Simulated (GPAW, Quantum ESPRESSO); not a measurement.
Consider P (R-3m).

```xyz
2
Lattice="1.7257 0.9963 3.1297 -1.7257 0.9963 3.1297 0.0000 -1.9927 3.1297" Properties=species:S:1:pos:R:3 pbc="T T T"
P     0.0000    0.0000    7.2570
P     0.0000    0.0000    2.1321
```

Absorber: atom 1, with 3 P at 2.29 Å (pyramidal, site symmetry 3m). Method: Quantum ESPRESSO XSpectra, LDA, excited-electron core hole (neutral cell), 12-atom cell with 6.0 Å between holes, 5×6×6 k points, dipole transitions, Lorentzian half width 0.3 eV up to 4 eV, rising linearly to 2.5 eV at 25 eV.

This is not the structure that P takes at ambient pressure and room temperature (space group No. 64); it is a model or a phase of other conditions.

Question: Where do the maxima of the P K edge fall?

Main maxima up to 24 eV above the zero (height): 0.7 eV (2.35), 5.0 eV (1.27), 13.0 eV (0.82) and 18.0 eV (0.83). A K edge sees empty p states on the absorber. The total-energy difference is 2148.19 eV. One term is added: -15.84 eV, since the hole is spin-paired here and a spin-polarised one costs that much less in the free atom (computed apart). The photon energy is then 2132.35 eV. The functional leaves an error in such absolute values: in the free atom LDA prices this hole 8.5 eV below PBE (computed apart), and PBE is itself good to a few eV.

The P K spectrum (energy from the energy zero of the input (xe0, at the border of filled and empty states); intensity scaled to a mean of 1 over the first 20 eV; the points at xe0, where the cut of filled states can leave a spike, are interpolated; polarised curves are means over the symmetry-equivalent atoms):

```csv
E (eV),isotropic,ε ⊥ c,ε ∥ c
-2.0,0.08,0.09,0.07
-1.0,0.19,0.21,0.17
0.0,1.30,1.41,1.09
1.0,2.16,2.26,1.97
2.0,1.60,1.69,1.44
3.0,1.36,1.44,1.20
4.0,1.22,1.26,1.13
5.0,1.26,1.23,1.34
6.0,1.11,1.05,1.23
7.0,0.88,0.87,0.91
8.0,0.65,0.67,0.60
9.0,0.61,0.64,0.55
10.0,0.65,0.67,0.61
11.0,0.72,0.74,0.70
12.0,0.80,0.81,0.78
13.0,0.82,0.83,0.79
14.0,0.80,0.81,0.77
15.0,0.77,0.78,0.75
16.0,0.78,0.79,0.75
17.0,0.81,0.83,0.77
18.0,0.83,0.86,0.79
19.0,0.82,0.84,0.77
20.0,0.78,0.81,0.73
21.0,0.74,0.77,0.70
22.0,0.71,0.73,0.68
23.0,0.69,0.69,0.69
24.0,0.68,0.67,0.70
25.0,0.68,0.66,0.71
26.0,0.67,0.64,0.72
27.0,0.66,0.63,0.71
28.0,0.64,0.61,0.71
29.0,0.63,0.59,0.71
30.0,0.64,0.60,0.73
31.0,0.67,0.62,0.77
32.0,0.73,0.67,0.83
```

The unit cell's mesh shows no gap over 0.35 eV. That is right for a metallic compound; for a small-gap or correlated insulator it would be the fault of the functional or of the assumed magnetic order, and the hole would be screened too well. The holes are only 6.0 Å apart, so the shape is probably not converged with cell size; no larger cell was run here. Lifetime broadening is put in by hand, and intensities beyond about 20 eV depend on it and on the partial waves; weight that the partial waves miss at high energy is lost. The structure is a computed Materials Project entry and may be a hypothetical form.

[Banner, clock and machine lines of the logs are left out without a mark of their own.]

[Logs are printed without paths, hosts, clocks, repeated set-up lines and the standing remarks that a program may print on its own settings, such as how far it seeks lower states.]

[Hosts, paths, dates, database ids (printed as entryN), source tags and the programs' standing remarks are cut or masked in the printed files.]

[Lists of maxima count a maximum above −3 eV only where it reaches 4 % of the highest in the window and stands out from its surroundings by 2 % of it (1.5 % where it reaches 55 %); shoulders and weaker maxima are passed over, and of the rest the first, up to two pre-edge ones and the few strongest are named.]
